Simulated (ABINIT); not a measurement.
# Quasiparticle gap of Na2H6Pt (Fm-3m) in ABINIT, part 3 of 3

How does a plane-wave GW calculation on Na2H6Pt (Fm-3m) run from the first input to the gap?

ABINIT 10.8.3; LDA and many-body steps on it, plane waves. Known limits of the many-body steps: not at the basis limit; no spin polarisation; d states lean on the start; no spin-orbit coupling; coarse k mesh.

So far. Step 4 (Empty states on the mesh, 2×2×2 mesh, 66 bands): On this mesh the gap is 3.341 eV. The earlier step found 3.300 eV, so this mesh misses an edge. Step 5 (Screening, 2×2×2 mesh, 60 bands, screening to 87.1 eV): Local fields lower ε∞ by 19 %. On a Γ-centred mesh this coarse the value itself is usually too large, while a short band sum pulls it down.

**6. Self-energy, 2×2×2 mesh, 60 bands, screening to 87.1 eV**

The self-energy is evaluated for the states that the input lists, and the levels follow from it, in one-shot runs by the linearised quasiparticle equation.

This step: G0W0 on LDA, plane waves, norm-conserving pseudopotentials.

File run.abi:

```
acell 3*1.0 Angstrom
rprim 
  0.000000000000 3.629315950000 3.629315950000
  3.629315950000 0.000000000000 3.629315950000
  3.629315950000 3.629315950000 0.000000000000
ntypat 3
znucl 11 1 78
natom 9
typat 1 1 2 2 2 2 2 2 3
xred 
  0.750000000000 0.750000000000 0.750000000000
  0.250000000000 0.250000000000 0.250000000000
  0.774464350000 0.774464350000 0.225535650000
  0.225535650000 0.774464350000 0.225535650000
  0.774464350000 0.225535650000 0.225535650000
  0.225535650000 0.225535650000 0.774464350000
  0.774464350000 0.225535650000 0.774464350000
  0.225535650000 0.774464350000 0.774464350000
  0.000000000000 0.000000000000 0.000000000000
pp_dirpath "pseudos"
pseudos "Na.upf, H.upf, Pt.upf"
ecut 38
ngkpt 2 2 2
nshiftk 1
shiftk 0 0 0
kptopt 1
chksymbreak 0
istwfk *1
occopt 1
irdwfk 1
optdriver 4
nband 60
gwcalctyp 0
ecutsigx 38
symsigma 1
nkptgw 3
kptgw 
  0.5000000000 0.0000000000 0.0000000000
  0.5000000000 0.5000000000 0.0000000000
  0.0000000000 0.0000000000 0.0000000000
bdgw 
  20 23
  20 23
  19 24
ecuteps 3.2
irdscr 1
ppmodel 1
indata_prefix "in"
outdata_prefix "out"
tmpdata_prefix "tmp"
```

Launch:

```sh
> OMP_NUM_THREADS=1 mpirun -n 4 abinit run.abi > log
```

Numbers of over 12 decimals in the logs are rounded to 6 here.

Log:

```text
.Version 10.8.3 of ABINIT. v10.8.2 released Aug 2026.

 Symmetries : space group Fm -3 m (#225); Bravais cF (face-center cubic)
[... echo of the input left out ...]
== DATASET  1 ==================================================================
-   mpi_nproc: 4, omp_nthreads: 1 (-1 if OMP is not activated)

--- !DatasetInfo
iteration_state: {dtset: 1, }
dimensions: {natom: 9, nkpt: 3, mband: 60, nsppol: 1, nspinor: 1, nspden: 1, mpw: 7239, }
cutoff_energies: {ecut:  38.0, pawecutdg:  -1.0, }
electrons: {nelect:   4.20000000E+01, charge:   0.00000000E+00, occopt:   1.00000000E+00, tsmear:   1.00000000E-02, }

 SIGMA: Calculation of the GW corrections

 Based on a program developped by R.W. Godby, V. Olevano, G. Onida, and L. Reining.
 Incorporated in ABINIT by V. Olevano, G.-M. Rignanese, and M. Torrent.
.Using double precision arithmetic ; gwpc =  8

[... cell and pseudopotentials left out ...]
--------------------------------------------------------------------------------

 ==== K-mesh for the wavefunctions ====
 Number of points in the irreducible wedge :     3
[... list of points left out ...]
 Together with 48 symmetry operations and time-reversal symmetry
 yields     8 points in the full Brillouin Zone.

 ==== Q-mesh for screening function ====
 Number of points in the irreducible wedge :     3
[... list of points left out ...]
 Together with 48 symmetry operations and time-reversal symmetry
 yields     8 points in the full Brillouin Zone.

 vcoul_init : cutoff-mode = AUXILIARY_FUNCTION
 q-points for optical limit:   1
     1)      0.000010    0.000020    0.000030
 setmesh: FFT mesh size selected  =    54x   54x   54
          total number of points  =       157464

 Number of electrons calculated from density =   42.0000; Expected =   42.0000
 average of density, n =  0.065095
 r_s =    1.5421
 omega_plasma =   24.6110 [eV]

 === KS Band Gaps ===
  >>>> For spin  1
   Minimum direct gap =   4.1149 [eV], located at k-point      :   0.5000  0.5000  0.0000
   Fundamental gap    =   3.3410 [eV], Top of valence bands at :   0.5000  0.0000  0.0000
                                       Bottom of conduction at :   0.5000  0.5000  0.0000
 SIGMA fundamental parameters:
 PLASMON POLE MODEL  1
 number of plane-waves for SigmaX                 7239
 number of plane-waves for SigmaC and W            169
 number of plane-waves for wavefunctions          7239
 number of bands                                    60
 number of independent spin polarizations            1
 number of spinorial components                      1
 number of k-points in IBZ                           3
 number of q-points in IBZ                           3
 number of symmetry operations                      48
 number of k-points in BZ                            8
 number of q-points in BZ                            8
 number of frequencies for dSigma/dE                 9
 frequency step for dSigma/dE [eV]                0.25
 number of omega for Sigma on real axis              0
 max omega for Sigma on real axis  [eV]           0.00
 zcut for avoiding poles [eV]                     0.10

 EPSILON^-1 parameters (SCR file):
 dimension of the eps^-1 matrix on file            169
 dimension of the eps^-1 matrix used               169
 number of plane-waves for wavefunctions          7239
 number of bands                                    60
 number of q-points in IBZ                           3
 number of frequencies                               2
 number of real frequencies                          1
 number of imag frequencies                          1

 matrix elements of self-energy operator (all in [eV])

 Perturbative Calculation

--- !SelfEnergy_ee
iteration_state: {dtset: 1, }
kpoint     : [   0.500,    0.000,    0.000, ]
spin       : 1
KS_gap     :    5.659
QP_gap     :    7.997
Delta_QP_KS:    2.338
data: !SigmaeeData |
     Band     E0 <VxcDFT>   SigX SigC(E0)      Z dSigC/dE  Sig(E)    E-E0       E
       20   0.268 -12.043 -14.985   2.284   0.817  -0.223 -12.581  -0.538  -0.270
       21   0.268 -12.043 -14.985   2.284   0.817  -0.223 -12.581  -0.538  -0.270
       22   5.927 -13.071  -8.494  -2.410   0.830  -0.204 -11.272   1.800   7.726
       23   5.927 -13.071  -8.494  -2.410   0.830  -0.204 -11.272   1.800   7.726

--- !SelfEnergy_ee
iteration_state: {dtset: 1, }
kpoint     : [   0.500,    0.500,    0.000, ]
spin       : 1
KS_gap     :    4.115
QP_gap     :    6.337
Delta_QP_KS:    2.222
data: !SigmaeeData |
     Band     E0 <VxcDFT>   SigX SigC(E0)      Z dSigC/dE  Sig(E)    E-E0       E
       20  -0.506 -11.507 -14.575   2.289   0.815  -0.227 -12.143  -0.636  -1.142
       21  -0.506 -11.507 -14.575   2.289   0.815  -0.227 -12.143  -0.636  -1.142
       22   3.609 -12.084  -7.961  -2.228   0.837  -0.195 -10.498   1.586   5.195
       23   6.972 -10.590  -5.865  -2.733   0.846  -0.182  -8.905   1.685   8.657

--- !SelfEnergy_ee
iteration_state: {dtset: 1, }
kpoint     : [   0.000,    0.000,    0.000, ]
spin       : 1
KS_gap     :    5.839
QP_gap     :    8.079
Delta_QP_KS:    2.240
data: !SigmaeeData |
     Band     E0 <VxcDFT>   SigX SigC(E0)      Z dSigC/dE  Sig(E)    E-E0       E
       19   0.071 -11.809 -14.794   2.284   0.815  -0.227 -12.381  -0.572  -0.500
       20   0.071 -11.809 -14.794   2.284   0.815  -0.227 -12.381  -0.572  -0.500
       21   0.071 -11.809 -14.794   2.284   0.815  -0.227 -12.381  -0.572  -0.500
       22   5.910  -9.452  -4.524  -2.955   0.846  -0.182  -7.783   1.668   7.578
       23   7.578 -14.647  -9.643  -2.512   0.817  -0.224 -12.612   2.036   9.614
       24   7.578 -14.647  -9.643  -2.512   0.817  -0.224 -12.612   2.036   9.614

 New Fermi energy :        9.048394E-02 Ha ,    2.462194E+00 eV

 === QP Band Gaps ===
  >>>> For spin  1
   Minimum direct gap =   6.3368 [eV], located at k-point      :   0.5000  0.5000  0.0000
   Fundamental gap    =   5.4650 [eV], Top of valence bands at :   0.5000  0.0000  0.0000
                                       Bottom of conduction at :   0.5000  0.5000  0.0000

== END DATASET(S) ==============================================================
================================================================================

 -outvars: echo values of variables after computation  --------
           etotal      0.0000000000E+00
            nband          60
             nkpt           3
          spgroup         225
 [... the other variables as echoed above ...]

 Calculation completed.
```

Run time: 5.5 s. Hardware: 4 MPI ranks of Arm Neoverse V1, shared host; peak memory 0.84 GiB.

Numbers from this step:

```yaml
g0w0_gap_on_the_points_computed: 5.465 eV
starting_gap_on_the_mesh: 3.341 eV
k_of_the_valence_top: 0.5, 0, 0
k_of_the_conduction_bottom: 0.5, 0.5, 0
z_at_the_valence_top: 0.817
z_at_the_conduction_bottom: 0.837
least_direct_g0w0_gap_on_the_computed_points: 6.337 eV
```

The gap on the mesh goes from 3.34 eV to 5.46 eV, a correction of +2.12 eV. The start differs from the 3.30 eV found before because the two sample other k points.

Limits: finite bands, cutoff and mesh; no spin polarisation; d states lean on the start; no spin-orbit coupling; coarse k mesh. v1 is the top filled band, c1 the lowest empty one. Levels before and after the correction, in eV, zero at the valence-band top of each column:

|  | conduction bottom | valence top |
| --- | --- | --- |
| Kohn-Sham | 3.34 | 0.00 |
| G0W0 | 5.46 | 0.00 |

|  | level | energy (eV) |
| --- | --- | --- |
| Kohn-Sham | (0.5 0 0) v2-v1 | 0.000 |
| Kohn-Sham | (0.5 0 0) c1-c2 | 5.659 |
| Kohn-Sham | (0.5 0.5 0) v2-v1 | -0.774 |
| Kohn-Sham | (0.5 0.5 0) c1 | 3.341 |
| Kohn-Sham | (0.5 0.5 0) c2 | 6.704 |
| G0W0 | (0.5 0 0) v2-v1 | 0.000 |
| G0W0 | (0.5 0 0) c1-c2 | 7.996 |
| G0W0 | (0.5 0.5 0) v2-v1 | -0.872 |
| G0W0 | (0.5 0.5 0) c1 | 5.465 |
| G0W0 | (0.5 0.5 0) c2 | 8.927 |

**7. Where the time went**

Times are wall times on 4 MPI ranks of Arm Neoverse V1, shared host, good to a factor of about two.

| step | time | share | memory (GiB) |
| --- | --- | --- | --- |
| ground state | 46 s | 42 % | 0.43 |
| bands along the symmetry lines | 34 s | 31 % | 0.38 |
| empty states on the mesh | 16 s | 15 % | 0.32 |
| screening | 7.7 s | 7 % | 1.2 |
| self-energy | 5.5 s | 5 % | 0.84 |

**8. Results**

```json
{"LDA gap": "3.28 eV, indirect", "G0W0 gap on the mesh": "5.46 eV", "G0W0 gap over the zone (rigid shift)": "5.41 eV", "GW settings": "2×2×2 mesh, 60 bands, screening to 87.1 eV, Godby-Needs plasmon pole", "known limits": "not at the basis limit; no spin polarisation; d states lean on the start; no spin-orbit coupling; coarse k mesh"}
```

**Reading.** G0W0 moves the gap on the mesh from 3.34 eV to 5.46 eV (+2.12 eV), with Z of 0.82 and 0.84 at the edges. The mesh misses the band edges by 0.06 eV in all; a rigid shift gives 5.41 eV for the zone. Local fields lower the RPA ε∞ on this mesh from 5.07 to 4.10; a Γ-centred mesh this coarse tends to raise both, most where the direct gap is narrow, while a short band sum lowers them. Bands and cutoff are finite, so the gap is not at the basis limit. The miss can reach some tenths of an eV and take either sign; the mesh is an error of its own. A denser mesh or path gives a starting gap of 3.28 eV: the GW mesh misses a band edge, so its gaps are not the fundamental one. The 2×2×2 mesh is coarse for this cell, which bears on the long-range parts of exchange and screening. The runs have no spin polarisation. For a closed low-spin shell that is the natural state; where a d or f shell is open it is a constraint, and the gap is then not the crystal's own. With d states at the gap, one-shot GW leans hard on its start. The many-body steps are scalar-relativistic: spin-orbit coupling is not in them.

[Paths, hosts, dates, memory and timing lines, banners, echoed tables and standing remarks are left out of the program output.]

[Logs are printed without paths, hosts, clocks, repeated set-up lines and the standing remarks that a program may print on its own settings, such as how far it seeks lower states.]

[Runs of the session that timed out or met a known fault of the program may be left out.]

[Hosts, paths, dates, database ids (printed as entryN), source tags and the programs' standing remarks are cut or masked in the printed files.]

[G0W0 gaps are taken among the corrected bands and points alone; a level outside them can change the order at an edge.]

[Where Ansatz stands beside ABINIT at settings called matched, ABINIT's density can come from a denser mesh and the files from another edition; pairs whose starting gaps differed by over 0.03 eV were left out, so agreement reads better than it is.]
